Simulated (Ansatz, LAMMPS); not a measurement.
**Localised basis functions on Li+ triflate in gamma-butyrolactone and sulfolane and fluoroethylene carbonate at 370 K (233 atoms)**

Aim: test how closely localised support functions follow the reference on Li+ triflate in gamma-butyrolactone and sulfolane and fluoroethylene carbonate at 370 K (233 atoms), and at what cost. A setting counts as converged where the r.m.s. difference of forces stays under 1 % of the r.m.s. force.

Calculated with Ansatz 0.2.0; Kohn-Sham DFT, PBE+D3(BJ), PAW (set soft_2), plane waves.

## (1) Set-up

The cell holds 233 atoms: 45 O, 9 S, 65 C, 101 H, 11 F and 2 Li. Cell: a = 13.950 Å, b = 13.950 Å, c = 13.950 Å, α = 90.0°, β = 90.0°, γ = 90.0°. 5 gamma-butyrolactone, 7 sulfolane, 5 fluoroethylene carbonate, 2 Li+, 2 triflate placed at random, at 1.29 g/cm³; overlaps pushed apart, then 10 ps at 550 K with Joung-Cheatham ions (J. Phys. Chem. B 112, 9020 (2008)); MMFF94 bonds, angles, torsions, charges and radii (Halgren, J. Comput. Chem. 17, 490 (1996)) in harmonic and 12-6 forms; charges of ions scaled by 0.8. Snapshot after 30 ps at 370 K and fixed volume.

What the set-up can't give: The network of contacts between molecules at the start is that of the classical potential that made the cell, and needn't be the one that DFT or experiment would give. The density was typed from a rule of thumb and may lie off the real one at this temperature. Only the Γ point is sampled, in a cell whose shortest periodic width is 14 Å.

## (2) How the cell was made

A classical potential supplies the starting structure, since it reaches far longer times than DFT.

This step: classical MD, Joung-Cheatham ions (J. Phys. Chem. B 112, 9020 (2008)); MMFF94 bonds, angles, torsions, charges and radii (Halgren, J. Comput. Chem. 17, 490 (1996)) in harmonic and 12-6 forms; charges of ions scaled by 0.8 (LAMMPS 22 Jul 2025 - Update 4).

in.lmp

```
# Li+ triflate in gamma-butyrolactone and sulfolane and fluoroethylene carbonate
units real
atom_style full
boundary p p p
bond_style harmonic
angle_style harmonic
dihedral_style opls
improper_style harmonic
special_bonds lj 0 0 0.5 coul 0 0 0.75
read_data data.lmp
neigh_modify delay 0 every 1 check yes one 4000
comm_modify cutoff 12.0
timestep 0.5
thermo_style custom step time temp pe press density
thermo_modify norm yes
# push overlapping molecules apart
pair_style soft 2.6
pair_coeff * * 0.0
variable a equal ramp(1,60)
fix ad all adapt 1 pair soft a * * v_a
velocity all create 550 48921 mom yes dist gaussian
fix lim all nve/limit 0.03
fix lan all langevin 550 550 50 48922 zero yes
thermo 1000
run 3000 post no
unfix ad
pair_style lj/cut/coul/long 9.0
pair_modify mix arithmetic tail yes
pair_coeff 1 1 0.0763 3.0960   # O
pair_coeff 2 2 0.2681 3.4180   # S
pair_coeff 3 3 0.0678 3.3680   # C
pair_coeff 4 4 0.0216 2.5400   # H
pair_coeff 5 5 0.0763 2.9870   # O
pair_coeff 6 6 0.0678 3.4070   # C
# [... 21 lines left out ...]
compute msd all msd com yes
thermo 7500
fix md all nvt temp 370 370 100
run 30000 post no
print "== T370: mean square displacement over the hold $(c_msd[4]:%.2f) A^2"
unfix md
uncompute msd
write_dump all custom T370.dump id type xs ys zs modify sort id
```

Run with:

```bash
$ lmp -in in.lmp -log none -nocite
```

Log:

```text
LAMMPS (22 Jul 2025 - Update 4)
Reading data file ...
  orthogonal box = (0 0 0) to (13.95009 13.95009 13.95009)
  233 atoms
  orthogonal box = (0 0 0) to (13.95009 13.95009 13.95009)
  229 bonds
  429 angles
  540 dihedrals
  10 impropers
   Step          Time           Temp          PotEng         Press         Density
         0   0              550            0.45831411    -703.16958      1.2929998
      1000   500            465.14451      1.8586611      13064.032      1.2929998
      2000   1000           518.85348      1.7572857      20017.874      1.2929998
      3000   1500           526.37347      1.7939984      25043.46       1.2929998
Loop time of 0.389395 s on 1 MPI rank(s) for 3000 steps with 233 atoms
PPPM initialization ...
WARNING: System is not charge neutral, net charge = -0.00016
  G vector (1/distance) = 0.29295027
  grid = 8 8 8
  estimated relative force accuracy = 4.2977487e-05
[... 15 lines left out ...]
      2000   1000           542.20583     -0.23137111     744.3023       1.2929998
Loop time of 1.25705 s on 1 MPI rank(s) for 2000 steps with 233 atoms
   Step          Time           Temp          PotEng         Press         Density
      2000   1000           542.20583     -0.23137111     744.3023       1.2929998
[... 5 lines left out ...]
Loop time of 6.63764 s on 1 MPI rank(s) for 10000 steps with 233 atoms
   Step          Time           Temp          PotEng         Press         Density
[... 4 lines left out ...]
Loop time of 3.28446 s on 1 MPI rank(s) for 5000 steps with 233 atoms
   Step          Time           Temp          PotEng         Press         Density
[... 2 lines left out ...]
     30000   29000          380.46129     -0.84971736     3363.9184      1.2929998
     37500   36500          331.23197     -0.84165654     3431.0853      1.2929998
     45000   44000          389.7977      -0.72713515    -10841.014      1.2929998
     47000   46000          361.74105     -0.9663438      2783.9354      1.2929998
Loop time of 19.5621 s on 1 MPI rank(s) for 30000 steps with 233 atoms
== T370: mean square displacement over the hold 20.27 A^2
```

It took 32 s on 1 thread of Intel Xeon 6975P-C (Granite Rapids), shared host; peak memory 0.12 GiB.

The input also reads data.lmp (atoms, bonds and types; not printed here).

## (3) Plane-wave single point

The first run uses the default basis; a harder plane-wave run follows as the reference for the support functions.

input.yaml

```yaml
crystal:
  lattice:
    - [13.95009, 0.0, 0.0]
    - [0.0, 13.95009, 0.0]
    - [0.0, 0.0, 13.95009]
  atoms:
    - { symbol: O, position: [0.82815, 0.40447, 0.96518] }
    - { symbol: S, position: [0.90302, 0.46913, 0.99216] }
    - { symbol: O, position: [0.88018, 0.56204, 0.02955] }
    - { symbol: C, position: [0.96928, 0.40313, 0.07825] }
    - { symbol: C, position: [0.07341, 0.42019, 0.05176] }
    - { symbol: C, position: [0.07732, 0.41178, 0.94398] }
    - { symbol: C, position: [0.99607, 0.47519, 0.90405] }
    - { symbol: H, position: [0.95457, 0.42515, 0.15271] }
    - { symbol: H, position: [0.95218, 0.32418, 0.07372] }
    - { symbol: H, position: [0.08955, 0.49395, 0.07208] }
    - { symbol: H, position: [0.11931, 0.37288, 0.08699] }
    - { symbol: H, position: [0.14386, 0.42677, 0.90986] }
    - { symbol: H, position: [0.07649, 0.33717, 0.91537] }
    - { symbol: H, position: [0.01699, 0.54907, 0.88522] }
    - { symbol: H, position: [0.96308, 0.44624, 0.83652] }
    - { symbol: O, position: [0.97482, 0.06579, 0.31135] }
    - { symbol: S, position: [0.90394, 0.9961, 0.34494] }
    - { symbol: O, position: [0.92796, 0.93562, 0.42542] }
    - { symbol: C, position: [0.79618, 0.05499, 0.3683] }
    - { symbol: C, position: [0.72398, 0.00419, 0.30765] }
    - { symbol: C, position: [0.78005, 0.98148, 0.21845] }
    - { symbol: C, position: [0.86862, 0.92381, 0.24978] }
    - { symbol: H, position: [0.7795, 0.05928, 0.44524] }
    - { symbol: H, position: [0.80882, 0.12744, 0.34587] }
    - { symbol: H, position: [0.69943, 0.94118, 0.34574] }
    - { symbol: H, position: [0.65992, 0.05029, 0.29103] }
    - { symbol: H, position: [0.7298, 0.9403, 0.17227] }
    - { symbol: H, position: [0.80531, 0.04392, 0.18471] }
    - { symbol: H, position: [0.85194, 0.849, 0.26483] }
    - { symbol: H, position: [0.92447, 0.92574, 0.19418] }
    - { symbol: O, position: [0.448, 0.03586, 0.59584] }
    - { symbol: S, position: [0.55288, 0.03012, 0.58589] }
    [... 195 atom lines left out ...]
    - { symbol: C, position: [0.56221, 0.91952, 0.03906] }
    - { symbol: F, position: [0.53775, 0.88412, 0.94974] }
    - { symbol: F, position: [0.5984, 0.84163, 0.09083] }
    - { symbol: F, position: [0.63584, 0.9849, 0.01971] }
    - { symbol: Li, position: [0.06017, 0.1473, 0.24661] }
    - { symbol: Li, position: [0.47184, 0.03964, 0.33156] }
kpoints:
  mp_grid: { grid: [1, 1, 1] }
hamiltonian:
  xc: pbe
  dispersion: d3bj
scf:
  occupations: { method: fixed }
output:
  forces: true
  stress: true
  populations: true
  dos:
    method: { smearing: { sigma: 0.1 } }
    de: 0.1
    projected: { site_lists: { C: [C], F: [F], H: [H], Li: [Li], O: [O] } }
  eigenvalues: true
  write_density: true
  write_potential: true
  volumetric_format: npy
```

Run with:

```bash
$ ansatz run input.yaml --threads 8 --pin off --max-ram 15872MiB --backend cpu --events-out ev --progress --plain --runs-dir out
```

Log:

```text
Engine: ansatz 0.2.0, x86_64-unknown-linux-gnu
Pseudopotentials: kind: paw
Pseudopotential: O, paw, valence charge 6, recommended cutoff 420 eV (normal), O.paw.azcp
Pseudopotential: S, paw, valence charge 6, recommended cutoff 420 eV (normal), S.paw.azcp
Pseudopotential: C, paw, valence charge 4, recommended cutoff 420 eV (normal), C.paw.azcp
Pseudopotential: H, paw, valence charge 1, recommended cutoff 420 eV (normal), H.paw.azcp
Pseudopotential: F, paw, valence charge 7, recommended cutoff 420 eV (normal), F.paw.azcp
Pseudopotential: Li, paw, valence charge 3, recommended cutoff 420 eV (normal), Li.paw.azcp
[... 5 lines on functional and potentials left out ...]
Crystal: 233 atoms, lattice volume = 2714.757 Å³
Basis set: ecut = 420 eV, 52923 PW (Γ), exchange–correlation on 192×192×192 points (8 copies of the dense FFT grid, shifted against one another)
Bands: 617, of which v1, the nominal top of the filled ones, is band 384 counted from 1 (383 counted from 0)
Symmetry: 1 space group operations
Space group: P1 (ITA 1), of the structure as read, at distance tolerance 1.4e-4 Å
k-points: 1
[... 13 lines on functional and potentials left out ...]
Initial density: superposition of atomic densities (neutral atoms: chi_scale 0, normalization atom), corrected by the library's trained network
Initial wavefunctions: pseudopotential atomic-orbital guess
Functional: x = pbe(κ = 0.804, μ = 0.219515), c = pbe(β = 0.066725)
SCF iter   1: F=—  HF=-60856.945183 eV  |F-HF|=—  |Δ(HF+E_count)|=         —  Δρ=6.56e-3  dr2=1.46e0  ethr=1.77e-3  ⟨swp⟩=5.0  Hψ=2333  notcnv=0  defer=222
preconditioner: auto → Resta (q_TF=auto, 2.211 Å⁻¹)  ε∞=2.5  [insulator: Δε(μ)=4.213 eV  Ē_g=15.631 eV  n_scr=484 (ndim 8)  ℏωp=19.1 eV  f_vac=0.288  ε∞_Penn≈2.5]
SCF iter   2: F=—  HF=-60856.558117 eV  |F-HF|=—  |Δ(HF+E_count)|=   3.87e-1  Δρ=3.58e-3  dr2=3.17e-1  ethr=1.90e-4  ⟨swp⟩=2.0  Hψ=1055  notcnv=0  defer=230
SCF iter   3: F=—  HF=-60856.519238 eV  |F-HF|=—  |Δ(HF+E_count)|=   3.89e-2  Δρ=1.54e-3  dr2=9.87e-2  ethr=4.12e-5  ⟨swp⟩=2.0  Hψ=764  notcnv=0  defer=231
SCF iter   4: F=—  HF=-60856.499364 eV  |F-HF|=—  |Δ(HF+E_count)|=   1.99e-2  Δρ=6.10e-4  dr2=1.32e-2  ethr=1.29e-5  ⟨swp⟩=3.0  Hψ=742  notcnv=0  defer=231
SCF iter   5: F=—  HF=-60856.497073 eV  |F-HF|=—  |Δ(HF+E_count)|=   2.29e-3  Δρ=4.21e-4  dr2=4.78e-3  ethr=1.71e-6  ⟨swp⟩=2.0  Hψ=1072  notcnv=0  defer=231
SCF iter   6: F=—  HF=-60856.496129 eV  |F-HF|=—  |Δ(HF+E_count)|=   9.44e-4  Δρ=1.32e-4  dr2=4.65e-4  ethr=6.22e-7  ⟨swp⟩=2.0  Hψ=762  notcnv=0  defer=230
SCF iter   7: F=—  HF=-60856.496112 eV  |F-HF|=—  |Δ(HF+E_count)|=   1.69e-5  Δρ=4.84e-5  dr2=6.35e-5  ethr=6.05e-8  ⟨swp⟩=2.0  Hψ=749  notcnv=0  defer=224
SCF iter   8: F=—  HF=-60856.499443 eV  |F-HF|=—  |Δ(HF+E_count)|=   3.33e-3  Δρ=2.46e-5  dr2=1.50e-5  ethr=8.27e-9  ⟨swp⟩=2.0  Hψ=779  notcnv=0  defer=222
SCF iter   9: F=—  HF=-60856.499443 eV  |F-HF|=—  |Δ(HF+E_count)|=   5.08e-7  Δρ=7.14e-6  dr2=1.48e-6  ethr=1.96e-9  ⟨swp⟩=2.0  Hψ=756  notcnv=0  defer=222
SCF iter  10: F=—  HF=-60856.499443 eV  |F-HF|=—  |Δ(HF+E_count)|=   3.65e-7  Δρ=4.33e-6  dr2=4.92e-7  ethr=1.92e-10  ⟨swp⟩=2.0  Hψ=777  notcnv=0  defer=222
SCF iter  11: F=-60856.499443 eV  HF=-60856.499443 eV  |F-HF|=1.09e-8  |Δ(HF+E_count)|=   5.38e-8  Δρ=1.13e-6  dr2=4.72e-8  ethr=1.30e-11  ⟨swp⟩=20.0  Hψ=6118  notcnv=0
SCF 1 converged in 11 iterations: F = -60856.499443 eV  dr2 = 4.72e-8
  greatest PAW one-centre occupation: 1.000 electrons in one spin orbital (limit 2), on the Li atom at site 231 (counted from 0), in its partial waves of l = 0
WARN: The input density's exchange-correlation potential varies sharply where the density is thin. Do not read a vacuum level from v_tot or v_xc, or from such a field of the output density. On a cell that repeats whose density bears no net charge and no dipole along the vacuum's axis use v_es (v_loc + v_h of the components); [...]
SCF converged after 11 iterations
Free energy (F): -60856.499443 eV
Harris-Foulkes:  -60856.499443 eV  (|F-HF|=1.09e-8)
Internal energy: -60856.499443 eV  (E = F + TS)
E sigma→0 (E₀):  -60856.499443 eV
Fermi energy:    0.084598 eV
--- Per-component energies (eV) ---
  E_band       = -6662.592500
  E_kinetic    = 18641.293800
  E_local      = -68856.644743  (includes V_loc(G=0)·N_el)
  E_nonlocal   = 5086.302711
  E_hartree    = 26313.629312
  E_xc         = -9129.475956
  E_vxc        = -11220.020513  (∫ρ·V_xc dr)
  E_paw        = -21295.863242  (= ΣΔE_a)
  E_vpaw       = -2940.773376  (= ΣTr[D̂ρ^β])
  E_aug_tail   = -0.004995  (compensation charges beyond the density's cutoff)
  E_ewald      = -11603.017847
  E_disp       = -12.718484  (pairwise vdW)
  E_smearing   = -0.000000  (= −TS)
  E_closure    = -0.000000  (closes the sum)
  Σ components = -60856.499443   (vs F -60856.499443, Δ=0.00e0)
--- Forces (eV/Å), atoms counted from 1 ---
  atom   1  O     -1.82659134    -0.62379756    -1.26933878
  atom   2  S      1.29339155    -1.24751652     1.10151866
  atom   3  O     -0.44812834     1.76665158     0.30076664
  atom   4  C      0.61728242    -1.24720447     1.04124028
  atom   5  C     -1.07908679     1.01360676    -0.73386945
  atom   6  C     -0.42446320    -0.70563308    -1.02751204
  atom   7  C     -0.14782154    -0.56443976    -1.71336207
  atom   8  H     -0.29658130     0.12781222    -0.38103808
  atom   9  H     -0.02835551     1.04327342    -0.14972553
  atom  10  H      0.48387920     0.20113553     0.10206856
  atom  11  H      1.24955368    -1.12463071     1.00376958
  atom  12  H      1.24276498     1.29040906    -0.06487893
  atom  13  H     -1.04894250     0.04912536     0.64080280
  atom  14  H     -0.00422929    -0.12203562     0.47098361
[...]
atom 232  Li     0.01870944     0.45998724    -0.13556954
  atom 233  Li     0.04565323    -0.03531570    -0.24469119
  max |Σ_I F_I| component: 1.35e-4 eV/Å
--- Stress (GPa, compression-positive) ---
        2.241750      -0.559901       0.006466
       -0.559901       3.493526       0.242675
        0.006466       0.242674       3.610719
  P = ⅓ Tr σ = 3.1153 GPa (31.153 kbar)
--- Band table (eV) ---
  k-point 0: bands = ["-43.7834", "-43.5614", "-27.2718", "-27.1022", [... 601 levels ...], "11.0143", "11.0242", "11.0500", "11.0674", "11.0821", "11.1090", "11.1288", "11.1697", "11.2080", "11.2318", "11.2420", "11.2699"]
--- Löwdin populations: 233 sites ---
  site symbol       q [e]
     0      O      6.7688
     1      S      3.8627
     2      O      6.7622
[...]
232     Li      2.2530
  spilling = 0.015395 (of n_electrons = 768.000000)
```

Wall time 19 s (8 threads of Intel Xeon 6975P-C (Granite Rapids), shared host); peak memory 4.4 GiB; 2.4 min of CPU time.

The program notes that the exchange-correlation potential is rough where the density is thin.

Numbers from this run:

```yaml
free_energy: -60856.4994 eV
free_energy_per_atom: -261.1867 eV/atom
scf_cycles: 11
pressure: 3.115 GPa
r_m_s_force_component: 1.072 eV/Å
longest_force: 5.869 eV/Å
fermi_energy: 0.0846 eV
spacing_of_highest_filled_and_lowest_empty_level: 3.868 eV
spilling_of_the_projection: 0.0154
```

The r.m.s. force component of 1.1 eV/Å sets the scale for the differences below.

## (4) Plane waves at 750 eV (750 eV)

The grid of the support functions holds more waves than the default cutoff, so they are judged against a harder plane-wave run.

input.yaml, the sections that differ from step 3:

```yaml
output:
  forces: true
  eigenvalues: true
basis:
  ecutwfc: "750 eV"
# crystal, kpoints, hamiltonian, scf: as in step 3
```

Log:

```text
[...]
Crystal: 233 atoms, lattice volume = 2714.757 Å³
Basis set: ecut = 750 eV, 126563 PW (Γ), exchange–correlation on 250×250×250 points (8 copies of the dense FFT grid, shifted against one another)
Bands: 617, of which v1, the nominal top of the filled ones, is band 384 counted from 1 (383 counted from 0)
Symmetry: 1 space group operations
[...]
k-points: 1
[...]
SCF iter   1: F=—  HF=-60857.897824 eV  |F-HF|=—  |Δ(HF+E_count)|=         —  Δρ=6.67e-3  dr2=1.46e0  ethr=1.77e-3  ⟨swp⟩=4.0  Hψ=2349  notcnv=0  defer=222
[...]
SCF iter   3: F=—  HF=-60857.465353 eV  |F-HF|=—  |Δ(HF+E_count)|=   4.05e-2  Δρ=1.56e-3  dr2=9.87e-2  ethr=4.12e-5  ⟨swp⟩=2.0  Hψ=762  notcnv=0  defer=59
automatic band count: iteration 3 solves 445 bands in place of 617: the levels show a gap, and the empty bands left out lie too high to hold charge; the band table lists the bands solved (type scf.n_extra_bands for more)
SCF iter   4: F=—  HF=-60857.444962 eV  |F-HF|=—  |Δ(HF+E_count)|=   2.04e-2  Δρ=6.25e-4  dr2=1.35e-2  ethr=1.29e-5  ⟨swp⟩=3.0  Hψ=742  notcnv=0  defer=59
SCF iter   5: F=—  HF=-60857.442559 eV  |F-HF|=—  |Δ(HF+E_count)|=   2.40e-3  Δρ=4.14e-4  dr2=4.63e-3  ethr=1.76e-6  ⟨swp⟩=3.0  Hψ=882  notcnv=0  defer=59
[...]
SCF iter  10: F=—  HF=-60857.438217 eV  |F-HF|=—  |Δ(HF+E_count)|=   3.47e-7  Δρ=4.33e-6  dr2=4.87e-7  ethr=1.93e-10  ⟨swp⟩=2.0  Hψ=777  notcnv=0  defer=51
SCF iter  11: F=-60857.438217 eV  HF=-60857.438217 eV  |F-HF|=1.14e-8  |Δ(HF+E_count)|=   5.49e-8  Δρ=1.13e-6  dr2=4.67e-8  ethr=1.30e-11  ⟨swp⟩=14.0  Hψ=2452  notcnv=0
SCF 1 converged in 11 iterations: F = -60857.438217 eV  dr2 = 4.67e-8
[...]
SCF converged after 11 iterations
Free energy (F): -60857.438217 eV
[...]
Internal energy: -60857.438217 eV  (E = F + TS)
E sigma→0 (E₀):  -60857.438217 eV
Fermi energy:    0.084497 eV
[...]
Σ components = -60857.438217   (vs F -60857.438217, Δ=0.00e0)
--- Forces (eV/Å), atoms counted from 1 ---
  atom   1  O     -1.82313927    -0.62255399    -1.26870081
  atom   2  S      1.29121571    -1.24705875     1.10181258
  atom   3  O     -0.44686924     1.76352111     0.29961371
  atom   4  C      0.61074744    -1.25165717     1.04828389
[...]
atom 233  Li     0.04547331    -0.03518376    -0.24508792
  max |Σ_I F_I| component: 1.37e-4 eV/Å
--- Band table (eV) ---
[...]
```

Elapsed: 25 s, on 8 threads; peak memory 9.1 GiB; 3.1 min of CPU time.

Forces differ from the reference by 5.3 meV/Å r.m.s., 0.50 % of their size, within a tolerance of 1 %; the energy by -4.0 meV/atom.

(Part 1 of 4 ends here.)

[Long decimals in the printed logs are rounded to 6 places.]

[Logs are printed without paths, hosts, clocks, repeated set-up lines and the standing remarks that a program may print on its own settings, such as how far it seeks lower states.]

[Hosts, paths, dates, database ids (printed as entryN), source tags and the programs' standing remarks are cut or masked in the printed files.]

[The MMFF94 radii named for the starting cell were scaled by 0.96; in molecules described by MMFF94, hydrogen bound to N, O or S took a small fixed 12-6 site in their place.]
